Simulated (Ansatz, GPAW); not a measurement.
# A 5-layer slab of Ta(100): simulated STM images, part 2 of 3

Aim: Tersoff-Hamann images of a 5-layer slab of Ta(100) at several biases.

GPAW 26.7.0 and Ansatz 0.2.0; GPAW, PAW setups; slab in vacuum (the session's first sound run).

So far, dipole along the normal (e·Å): step 2 (relaxation) 0.0119; step 3 (bands at fixed density, height 3 Å, STM [-1.0, 1.0] V) 0.0122.

## (4) A second plane-wave code

A second program with its own datasets checks the number independently.

This step: Ansatz plane waves; slab in vacuum with a dipole correction (Ansatz 0.2.0).

File input.yaml:

```yaml
crystal:
  lattice:
    - [3.31, 0.0, 0.0]
    - [0.0, 3.31, 0.0]
    - [0.0, 0.0, 20.62]
  atoms:
    - { symbol: Ta, position: [0.0, 0.0, 0.3394762367] }
    - { symbol: Ta, position: [0.5, 0.5, 0.4197381183] }
    - { symbol: Ta, position: [0.0, 0.0, 0.5005391508] }
    - { symbol: Ta, position: [0.5, 0.5, 0.5825318621] }
    - { symbol: Ta, position: [0.0, 0.0, 0.652705124] }
kpoints:
  mp_grid: { grid: [10, 10, 1] }
hamiltonian:
  xc: pbe
scf:
  occupations: { method: fermi_dirac, width: 0.1 }
efield:
  axis: 3
  dipole_correction: true
  ramp_width: 0.05
output:
  forces: true
  band_densities: [{ e_range: [-1.0, 0] }, { e_range: [0, 1.0] }]
  write_potential: true
  write_density: true
  volumetric_format: npy
  elf: true
```

The run is started by

```sh
> ansatz run input.yaml --threads 4 --pin off --max-ram 8192MiB --backend cpu --events-out ev --progress --plain --runs-dir out
```

Numbers of over 12 decimals in the logs are rounded to 6 here.

The log of the run:

```text
Engine: ansatz 0.2.0, x86_64-unknown-linux-gnu
Pseudopotentials: kind: paw
Pseudopotential: Ta, paw, valence charge 13, recommended cutoff 420 eV (normal), Ta.paw.azcp
Functional definition: PBE
  parameter kappa = 0.804
  parameter beta = 0.066725
  exchange = pbe_x(kappa = kappa, mu = beta*pi^2/3)
  correlation = pbe_c(beta = beta)
Crystal: 5 atoms, lattice volume = 225.915 Å³
Basis set: ecut = 420 eV, 4453 PW (Γ), exchange–correlation on 48×48×288 points (8 copies of the dense FFT grid, shifted against one another)
Bands: 39, of which v1, the nominal top of the filled ones, is band 33 counted from 1 (32 counted from 0)
Symmetry: 8 space group operations
Space group: P4mm (ITA 99), of the structure as read, at distance tolerance 6.1e-5 Å
k-points: 21 of 100
Non-local potential: Ta, projectors of the file, l = 0: 3, l = 1: 2, l = 2: 2, l = 3: 1
PAW form: soft (Blöchl's): semilocal exchange-correlation on the pseudo side does not see the compensation charge
PAW one-centre angular grid: Ta, 590 points (default); XC on 64 Gauss nodes
Initial density: superposition of atomic densities (neutral atoms: chi_scale 0, normalization atom), corrected by the library's trained network
Initial wavefunctions: pseudopotential atomic-orbital guess
Functional: x = pbe(κ = 0.804, μ = 0.219515), c = pbe(β = 0.066725)
SCF iter   1: F=—  HF=-49657.862458 eV  |F-HF|=—  |Δ(HF+E_count)|=         —  Δρ=9.14e-3  dr2=2.94e0  ethr=1.77e-3  p=-0.010 e·Å  D=-7.88e-3 V/Å  ΔV_dip=0.16 eV  dr2_dipole=2.90e-1  V_vac-E_F(+/−)=4.20/4.03 eV  ⟨swp⟩=8.8  Hψ=3941  notcnv=0
efield: sawtooth ramp at fractional position 0.9711 (placed from the atoms, in the widest stretch of the axis that holds none; the zero of the levels goes with the place), width 0.0500; the density the first Hamiltonian is built on has a dipole p = -0.010 e·Å; the dipole correction subtracts the counter field D = -7.88e-3 V/Å, which shifts the + side's vacuum level by +0.16 eV against the − side's; the planar-averaged density in the ramp window peaks in size at 1.3e-4 e/Å³
preconditioner: auto → LDOS  [metal: Δε(μ)=0.098 eV  Ē_g=3.435 eV  σ=0.100 eV  W_gap=0.24  n_scr=42 (ndim 8)  ℏωp=12.4 eV  f_vac=0.499  D(μ)=4.00/eV (n_scr^D=10)  β→1.0]
SCF iter   2: F=—  HF=-49657.852427 eV  |F-HF|=—  |Δ(HF+E_count)|=   1.00e-2  Δρ=9.07e-3  dr2=2.79e0  ethr=1.77e-3  p=0.032 e·Å  D=2.55e-2 V/Å  ΔV_dip=-0.53 eV  dr2_dipole=2.47e-1  V_vac-E_F(+/−)=3.35/3.88 eV  ⟨swp⟩=3.6  Hψ=1372  notcnv=0
SCF iter   3: F=—  HF=-49657.741552 eV  |F-HF|=—  |Δ(HF+E_count)|=   1.11e-1  Δρ=1.00e-3  dr2=5.41e-3  ethr=1.77e-3  p=0.010 e·Å  D=8.29e-3 V/Å  ΔV_dip=-0.17 eV  dr2_dipole=2.20e-3  V_vac-E_F(+/−)=3.77/3.94 eV  ⟨swp⟩=2.8  Hψ=1055  notcnv=0
SCF iter   4: F=—  HF=-49657.744351 eV  |F-HF|=—  |Δ(HF+E_count)|=   2.80e-3  Δρ=4.96e-4  dr2=2.37e-3  ethr=8.32e-6  p=0.012 e·Å  D=1.00e-2 V/Å  ΔV_dip=-0.21 eV  dr2_dipole=2.54e-4  V_vac-E_F(+/−)=3.74/3.95 eV  ⟨swp⟩=3.3  Hψ=1687  notcnv=0
SCF iter   5: F=—  HF=-49657.744245 eV  |F-HF|=—  |Δ(HF+E_count)|=   1.06e-4  Δρ=1.35e-4  dr2=2.23e-4  ethr=3.64e-6  p=0.012 e·Å  D=9.94e-3 V/Å  ΔV_dip=-0.20 eV  dr2_dipole=5.35e-5  V_vac-E_F(+/−)=3.74/3.95 eV  ⟨swp⟩=2.0  Hψ=977  notcnv=0
SCF iter   6: F=—  HF=-49657.744276 eV  |F-HF|=—  |Δ(HF+E_count)|=   3.10e-5  Δρ=4.98e-5  dr2=3.96e-5  ethr=3.43e-7  p=0.012 e·Å  D=9.84e-3 V/Å  ΔV_dip=-0.20 eV  dr2_dipole=1.88e-6  V_vac-E_F(+/−)=3.75/3.96 eV  ⟨swp⟩=2.0  Hψ=988  notcnv=0
SCF iter   7: F=—  HF=-49657.744480 eV  |F-HF|=—  |Δ(HF+E_count)|=   2.04e-4  Δρ=1.53e-5  dr2=2.08e-6  ethr=6.10e-8  p=0.012 e·Å  D=9.81e-3 V/Å  ΔV_dip=-0.20 eV  dr2_dipole=6.02e-7  V_vac-E_F(+/−)=3.76/3.96 eV  ⟨swp⟩=2.2  Hψ=1166  notcnv=0
SCF iter   8: F=—  HF=-49657.744480 eV  |F-HF|=—  |Δ(HF+E_count)|=   3.28e-8  Δρ=3.91e-6  dr2=1.12e-7  ethr=3.20e-9  p=0.012 e·Å  D=9.84e-3 V/Å  ΔV_dip=-0.20 eV  dr2_dipole=4.88e-9  V_vac-E_F(+/−)=3.76/3.96 eV  ⟨swp⟩=2.0  Hψ=1187  notcnv=0
SCF iter   9: F=-49657.744480 eV  HF=-49657.744480 eV  |F-HF|=5.98e-9  |Δ(HF+E_count)|=   6.93e-9  Δρ=1.31e-6  dr2=9.76e-9  ethr=1.54e-10  p=0.012 e·Å  D=9.85e-3 V/Å  ΔV_dip=-0.20 eV  dr2_dipole=1.27e-9  V_vac-E_F(+/−)=3.76/3.96 eV  ⟨swp⟩=15.0  Hψ=6906  notcnv=0
SCF 1 converged in 9 iterations: F = -49657.744480 eV  dr2 = 9.76e-9
  greatest PAW one-centre occupation: 1.000 electrons in one spin orbital (limit 2), on the Ta atom at site 3 (counted from 0), in its partial waves of l = 0
NSCF: frozen V_eff on 18 k-points
efield: sawtooth ramp at fractional position 0.9711 (kept from the solve that this one continues, or follows in the run), width 0.0500; the density the first Hamiltonian is built on has a dipole p = 0.012 e·Å; the dipole correction subtracts the counter field D = 9.85e-3 V/Å, which shifts the + side's vacuum level by -0.20 eV against the − side's; the planar-averaged density in the ramp window peaks in size at 7.4e-6 e/Å³
WARN: The output density's exchange-correlation potential varies sharply where the density is thin. Do not read a vacuum level from v_tot or v_xc, or from such a field of the output density. On a cell that repeats whose density bears no net charge and no dipole along the vacuum's axis use v_es (v_loc + v_h of the components); under efield.dipole_correction with no amplitude use v_es + v_field, which holds any externa [...]
SCF converged after 9 iterations
Free energy (F): -49657.744480 eV
Harris-Foulkes:  -49657.744480 eV  (|F-HF|=5.98e-9)
Internal energy: -49657.592040 eV  (E = F + TS)
E sigma→0 (E₀):  -49657.668260 eV
Entropy (-TS):   -0.152440 eV (-30.488 meV/atom)
Fermi energy:    5.409128 eV
Dipole field:    D = 0.009805 V/Å  (p = 0.012242 e·Å, saw-weighted, corrected)
Work function:   Φ+ = 3.7603 eV   Φ− = 3.9626 eV
Levels:          The Fermi level and band energies are counted from a zero that moves with the ramp; work functions are not
--- Per-component energies (eV) ---
  E_band       = -1399.624189
  E_kinetic    = 1819.807258
  E_local      = -47054.512989  (includes V_loc(G=0)·N_el)
  E_nonlocal   = 73.954010
  E_hartree    = 22668.269810
  E_xc         = -1086.467248
  E_vxc        = -1012.402578  (∫ρ·V_xc dr)
  E_paw        = -41981.994482  (= ΣΔE_a)
  E_vpaw       = -562.966358  (= ΣTr[D̂ρ^β])
  E_aug_tail   = 0.000725  (compensation charges beyond the density's cutoff)
  E_efield     = 0.000060  (sawtooth field / dipole correction)
  E_vefield    = -0.038089  (∫n·V_field dr)
  E_ewald      = 15903.350816
  E_smearing   = -0.152440  (= −TS)
  E_closure    = -0.000000  (closes the sum)
  Σ components = -49657.744480   (vs F -49657.744480, Δ=0.00e0)
--- Forces (eV/Å), atoms counted from 1 ---
  atom   1  Ta     0.00000000    -0.00000000     1.37403998
  atom   2  Ta    -0.00000000     0.00000000    -1.36166408
  atom   3  Ta    -0.00000000     0.00000000    -0.00671896
  atom   4  Ta     0.00000000     0.00000000     0.00433947
  atom   5  Ta    -0.00000000     0.00000000    -0.00996638
  max |Σ_I F_I| component: 3.00e-5 eV/Å
--- Band table (eV; the first three rows and the last of 21) ---
  k-point 0: bands = [... 29 lower, 5.4399, 5.8660, 5.8660, 5.9789, 6.0789, 6.0789, 6.4929, 6.5214, ... 2 higher]
  k-point 1: bands = [... 29 lower, 5.3848, 5.4465, 5.6515, 5.7256, 6.0771, 6.1121, 6.2520, 6.4309, ... 2 higher]
  k-point 2: bands = [... 29 lower, 4.8379, 5.0686, 5.2196, 5.7204, 5.7374, 5.9656, 6.4199, 6.7521, ... 2 higher]
  k-point 20: bands = [... 29 lower, 4.2519, 4.2519, 5.3248, 5.3248, 7.3802, 7.3802, 7.7900, 7.7900, ... 2 higher]
--- Band densities, each state counted as filled ---
  window                                       electrons  max residual (eV)  cut levels
  e_range: [-1, 0]                              6.300000             5.4e-9           0
  e_range: [0, 1]                               6.440000             2.3e-6           0
```

Wall time 6 s (4 threads of Intel Xeon Platinum 8375C at 2.90GHz (Ice Lake), shared host); peak memory 0.63 GiB.

The column dr2 measures how far the density is from self-consistency, as an energy; F and HF (Harris–Foulkes) agree once it is small.

This step gave:

```yaml
free_energy: -49657.7445 eV
smearing_term_ts: 0.1524 eV
symmetry_operations: 8
upper_work_function: 3.760 eV
lower_work_function: 3.963 eV
dipole_along_the_normal: 0.01224 e·Å
dipole_field: 0.009805 V/Å
vacuum_level_above: 9.169 eV
vacuum_level_below: 9.372 eV
corrugation_e_range_minus_1_0_3: 0.1209 Å
decay_e_range_minus_1_0: 0.9851 Å⁻¹
apparent_barrier_e_range_minus_1_0: 3.697 eV, hbar² kappa² / 2m (holds the in-plane momentum too)
corrugation_e_range_0_1_3: 0.1531 Å
decay_e_range_0_1: 0.9243 Å⁻¹
apparent_barrier_e_range_0_1: 3.255 eV, hbar² kappa² / 2m (holds the in-plane momentum too)
```

The electrostatic potential energy of an electron (with the applied field's), less the Fermi level, planar mean oscillates, so the rows of the table below give means over windows of 1.58 Å about each position, cut where the curve ends. Its maxima inside the range that stand out by 2 % of the span (Å: eV): 7.9: -7.17, 9.5: -7.10, 11.2: -6.72, 12.7: -10.2. Its minima: 7.0: -13.6, 8.6: -13.1, 10.3: -13.2, 12.0: -13.4, 13.5: -13.8.

Table of electrostatic potential energy of an electron (with the applied field's), less the Fermi level, planar mean by z; means over each step:

z (Å), electrostatic potential energy of an electron (with the applied field's), less the Fermi level, planar mean (eV) and a bar from the least value:
```
     0.79        4.0 ##############################
     2.37        4.0 ##############################
     3.95        3.9 ##############################
     5.53        1.1 ########################
     7.11      -10.2 #
     8.69      -10.2 #
    10.27      -10.2 #
    11.85      -10.5 
    13.43      -10.7 
    15.01        1.5 #########################
    16.59        3.7 #############################
    18.17        3.8 ##############################
    19.75        3.8 ##############################
```

The valence density, planar mean by z:

| z (Å) | valence density, planar mean (e/Å³) |
| --- | --- |
| 2.5 | 8.2e-5 |
| 3.0 | 2.3e-4 |
| 3.5 | 6.7e-4 |
| 4.0 | 0.00189 |
| 4.5 | 0.00539 |
| 5.0 | 0.0147 |
| 5.5 | 0.0394 |
| 6.0 | 0.121 |
| 6.5 | 0.564 |
| 7.0 | 0.895 |
| 7.5 | 0.658 |
| 8.0 | 0.535 |
| 8.5 | 0.898 |
| 9.0 | 0.801 |
| 9.5 | 0.449 |
| 10.0 | 0.822 |
| 10.5 | 0.886 |
| 11.0 | 0.487 |
| 11.5 | 0.654 |
| 12.0 | 0.937 |
| 12.5 | 0.750 |
| 13.0 | 0.751 |
| 13.5 | 0.911 |
| 14.0 | 0.521 |
| 14.5 | 0.109 |
| 15.0 | 0.0349 |
| 15.5 | 0.0127 |
| 16.0 | 0.00448 |
| 16.5 | 0.00157 |
| 17.0 | 5.5e-4 |
| 17.5 | 1.9e-4 |
| 18.0 | 6.7e-5 |

E_range_-1_0. Planar mean of the window's density against height over the top atom:

| height over the top atom (Å) | planar mean of the window's density (e/Å³) |
| --- | --- |
| 1.50 | 0.0157 |
| 1.70 | 0.0117 |
| 1.90 | 0.00857 |
| 2.10 | 0.00616 |
| 2.30 | 0.00436 |
| 2.50 | 0.00306 |
| 2.70 | 0.00212 |
| 2.90 | 0.00146 |
| 3.10 | 0.00101 |
| 3.30 | 6.9e-4 |
| 3.50 | 4.7e-4 |
| 3.70 | 3.2e-4 |
| 3.90 | 2.1e-4 |
| 4.10 | 1.4e-4 |
| 4.30 | 9.7e-5 |
| 4.50 | 6.5e-5 |
| 4.70 | 4.3e-5 |
| 4.90 | 2.9e-5 |
| 5.10 | 1.9e-5 |
| 5.30 | 1.3e-5 |
| 5.50 | 8.5e-6 |
| 5.70 | 5.6e-6 |
| 5.90 | 3.8e-6 |

Density over a1 and a2. Constant height 3 Å over the top atom, window e_range_-1_0.

Values in units of 1e-3 e/Å³, 12 rows by 16 columns, each cell a mean:
```
1.4 1.4 1.3 1.3 1.3 1.2 1.2 1.2 1.2 1.2 1.2 1.2 1.3 1.3 1.4 1.4
1.3 1.3 1.3 1.3 1.2 1.2 1.2 1.2 1.2 1.2 1.2 1.2 1.3 1.3 1.3 1.3
1.3 1.3 1.3 1.2 1.2 1.2 1.2 1.2 1.2 1.2 1.2 1.2 1.2 1.3 1.3 1.3
1.2 1.2 1.2 1.2 1.2 1.2 1.1 1.1 1.1 1.1 1.1 1.2 1.2 1.2 1.2 1.2
1.2 1.2 1.2 1.2 1.2 1.1 1.1 1.1 1.1 1.1 1.1 1.1 1.2 1.2 1.2 1.2
1.2 1.2 1.2 1.2 1.1 1.1 1.1 1.1 1.1 1.1 1.1 1.1 1.1 1.2 1.2 1.2
1.2 1.2 1.2 1.2 1.1 1.1 1.1 1.1 1.1 1.1 1.1 1.1 1.2 1.2 1.2 1.2
1.2 1.2 1.2 1.2 1.2 1.1 1.1 1.1 1.1 1.1 1.1 1.2 1.2 1.2 1.2 1.2
1.3 1.3 1.2 1.2 1.2 1.2 1.2 1.1 1.1 1.1 1.2 1.2 1.2 1.2 1.3 1.3
1.3 1.3 1.3 1.3 1.2 1.2 1.2 1.2 1.2 1.2 1.2 1.2 1.2 1.3 1.3 1.3
1.4 1.4 1.3 1.3 1.3 1.2 1.2 1.2 1.2 1.2 1.2 1.2 1.3 1.3 1.3 1.4
1.4 1.4 1.3 1.3 1.3 1.2 1.2 1.2 1.2 1.2 1.2 1.3 1.3 1.3 1.4 1.4
```
Columns: a1 from 0 to 0.958; rows upwards: a2 from 0 to 0.958.

Tip height over the top atom over a1 and a2. Constant current at the density 1.214e-03 e/Å^3, window e_range_-1_0.

Values in Å, 12 rows by 16 columns, each cell a mean:
```
3.06 3.06 3.05 3.04 3.02 3.01 3.00 2.99 2.99 2.99 3.00 3.01 3.03 3.04 3.05 3.06
3.05 3.05 3.04 3.03 3.01 3.00 2.99 2.98 2.98 2.98 2.99 3.01 3.02 3.03 3.04 3.05
3.03 3.03 3.02 3.01 3.00 2.99 2.98 2.97 2.97 2.97 2.98 2.99 3.01 3.02 3.03 3.03
3.01 3.01 3.00 3.00 2.98 2.98 2.97 2.96 2.96 2.96 2.97 2.98 2.99 3.00 3.01 3.01
3.00 3.00 2.99 2.98 2.97 2.96 2.95 2.95 2.95 2.95 2.96 2.97 2.98 2.98 2.99 3.00
2.99 2.99 2.98 2.98 2.97 2.96 2.95 2.95 2.94 2.95 2.95 2.96 2.97 2.98 2.99 2.99
2.99 2.99 2.98 2.98 2.97 2.96 2.95 2.95 2.95 2.95 2.95 2.96 2.97 2.98 2.99 2.99
3.01 3.00 3.00 2.99 2.98 2.97 2.96 2.96 2.95 2.96 2.96 2.97 2.98 2.99 3.00 3.00
3.02 3.02 3.01 3.00 2.99 2.98 2.97 2.97 2.96 2.97 2.98 2.98 3.00 3.01 3.02 3.02
3.04 3.04 3.03 3.02 3.01 3.00 2.98 2.98 2.98 2.98 2.99 3.00 3.01 3.02 3.04 3.04
3.06 3.05 3.05 3.03 3.02 3.01 2.99 2.99 2.99 2.99 3.00 3.01 3.03 3.04 3.05 3.05
3.06 3.06 3.05 3.04 3.03 3.01 3.00 2.99 2.99 2.99 3.00 3.02 3.03 3.04 3.06 3.06
```
Columns: a1 from 0 to 0.958; rows upwards: a2 from 0 to 0.958.

E_range_0_1. Table of planar mean of the window's density by height over the top atom:

| height over the top atom (Å) | planar mean of the window's density (e/Å³) |
| --- | --- |
| 1.50 | 0.0246 |
| 1.70 | 0.0183 |
| 1.90 | 0.0134 |
| 2.10 | 0.00977 |
| 2.30 | 0.00703 |
| 2.50 | 0.00502 |
| 2.70 | 0.00356 |
| 2.90 | 0.00251 |
| 3.10 | 0.00177 |
| 3.30 | 0.00124 |
| 3.50 | 8.6e-4 |
| 3.70 | 6.0e-4 |
| 3.90 | 4.2e-4 |
| 4.10 | 2.9e-4 |
| 4.30 | 2.0e-4 |
| 4.50 | 1.4e-4 |
| 4.70 | 9.3e-5 |
| 4.90 | 6.3e-5 |
| 5.10 | 4.3e-5 |
| 5.30 | 2.9e-5 |
| 5.50 | 2.0e-5 |
| 5.70 | 1.3e-5 |
| 5.90 | 9.0e-6 |

Density over a1 and a2. Constant height 3 Å over the top atom, window e_range_0_1.

Ten even steps from '_' (1.77 × 1e-3 e/Å³) to '@' (2.26 × 1e-3 e/Å³):
```
@@@@@@@@@@@@@@@@@@%%%%%%%%%%%%%%@@@@@@@@@@@@@@@@
@@@@@@@@@@@@@@%%%%%%%%%%%%%%%%%%%%%%@@@@@@@@@@@@
@@@@@@@@@@@@%%%%%%##############%%%%%%@@@@@@@@@@
@@@@@@@@@@%%%%######**********######%%%%@@@@@@@@
@@@@@@@@%%%%####****++++++++++****####%%%%@@@@@@
@@@@@@%%%%##****++++==========++++****##%%%%@@@@
@@@@%%%%####**++====----------====++**####%%%%@@
@@@@%%%%##**++==----::::::::::----==++**##%%%%@@
@@%%%%####**++==--::..........::--==++**####%%%%
%%%%%%##**++==--::....______....::--==++**##%%%%
%%%%%%##**++==--::..__________..::--==++**##%%%%
%%%%%%##**++==--::..__________..::--==++**##%%%%
%%%%%%##**++==--::..__________..::--==++**##%%%%
%%%%%%##**++==--::....______....::--==++**##%%%%
@@%%%%####**++==--::..........::--==++**####%%%%
@@@@%%%%##**++==----::::::::::----==++**##%%%%@@
@@@@%%%%####**++====----------====++**####%%%%@@
@@@@@@%%%%##****++++==========++++****##%%%%@@@@
@@@@@@@@%%%%####****++++++++++****####%%%%@@@@@@
@@@@@@@@@@%%%%######**********######%%%%@@@@@@@@
@@@@@@@@@@@@%%%%%%##############%%%%%%@@@@@@@@@@
@@@@@@@@@@@@@@%%%%%%%%%%%%%%%%%%%%%%@@@@@@@@@@@@
@@@@@@@@@@@@@@@@@@%%%%%%%%%%%%%%@@@@@@@@@@@@@@@@
@@@@@@@@@@@@@@@@@@@@%%%%%%%%%%@@@@@@@@@@@@@@@@@@
```
Columns: a1 from 0 to 0.958; rows upwards: a2 from 0 to 0.958.

Tip height over the top atom over a1 and a2. Constant current at the density 2.108e-03 e/Å^3, window e_range_0_1.

Values in Å, 12 rows by 16 columns, each cell a mean:
```
3.04 3.04 3.03 3.03 3.03 3.03 3.02 3.02 3.02 3.02 3.02 3.03 3.03 3.03 3.04 3.04
3.04 3.03 3.03 3.03 3.02 3.01 3.01 3.00 3.00 3.00 3.01 3.01 3.02 3.03 3.03 3.03
3.03 3.03 3.02 3.01 3.00 2.99 2.98 2.97 2.97 2.97 2.98 2.99 3.01 3.02 3.03 3.03
3.03 3.03 3.01 3.00 2.98 2.97 2.95 2.94 2.94 2.94 2.96 2.97 2.99 3.01 3.02 3.03
3.03 3.02 3.01 2.99 2.97 2.94 2.92 2.91 2.90 2.91 2.93 2.95 2.98 3.00 3.01 3.02
3.02 3.02 3.00 2.99 2.96 2.93 2.91 2.89 2.89 2.90 2.92 2.94 2.97 2.99 3.01 3.02
3.02 3.02 3.01 2.99 2.96 2.94 2.91 2.90 2.89 2.90 2.92 2.94 2.97 2.99 3.01 3.02
3.03 3.02 3.01 3.00 2.97 2.95 2.93 2.92 2.92 2.92 2.94 2.96 2.98 3.00 3.02 3.02
3.03 3.03 3.02 3.01 2.99 2.98 2.96 2.96 2.95 2.96 2.97 2.98 3.00 3.01 3.02 3.03
3.03 3.03 3.03 3.02 3.01 3.00 2.99 2.99 2.99 2.99 3.00 3.00 3.01 3.02 3.03 3.03
3.04 3.04 3.03 3.03 3.02 3.02 3.02 3.01 3.01 3.01 3.02 3.02 3.03 3.03 3.03 3.04
3.04 3.04 3.04 3.03 3.03 3.03 3.03 3.02 3.02 3.02 3.03 3.03 3.03 3.03 3.04 3.04
```
Columns: a1 from 0 to 0.958; rows upwards: a2 from 0 to 0.958.

Force by atom:

| atom | x (eV/Å) | y (eV/Å) | z (eV/Å) | size |
| --- | --- | --- | --- | --- |
| Ta1 | 0.00 | 0.00 | 1.37 | 1.37 |
| Ta2 | 0.00 | 0.00 | -1.36 | 1.36 |
| Ta3 | 0.00 | 0.00 | -0.01 | 0.01 |
| Ta4 | 0.00 | 0.00 | 0.00 | 0.00 |
| Ta5 | 0.00 | 0.00 | -0.01 | 0.01 |

Band density in the ca plane at fractional y = 0.000, with atoms of Ta within 0.2 Å of it.

Ten steps, logarithmic in the rise over the least value, from '0' (0.00 Å⁻³) to '9' (0.17 Å⁻³), each cell a mean:
```
00001234679999997667899976789989986532100000
00001234578999987777888877778888876432100000
00001234566777776677776777667777665432100000
00001123456666666677766676666666654432100000
00001123455666665677766666666666554332100000
00001224556677766677766776666776655432100000
00001234567888877677877877777888765432100000
00001234678999987767999977789999976532100000
00001234689988997665888866789989986532100000
```
Columns run along c (16.0 Å, from fractional 0.12 to 0.90 of the cell), rows up along a (3.3 Å). Atoms in or near the plane, at fractional coordinates: Ta at (0.34, 0.00), Ta at (0.50, 0.00), Ta at (0.65, 0.00).

(Part 2 of 3 ends here.)

[Logs are printed without paths, hosts, clocks, repeated set-up lines and the standing remarks that a program may print on its own settings, such as how far it seeks lower states.]

[Hosts, paths, dates, database ids (printed as entryN), source tags and the programs' standing remarks are cut or masked in the printed files.]
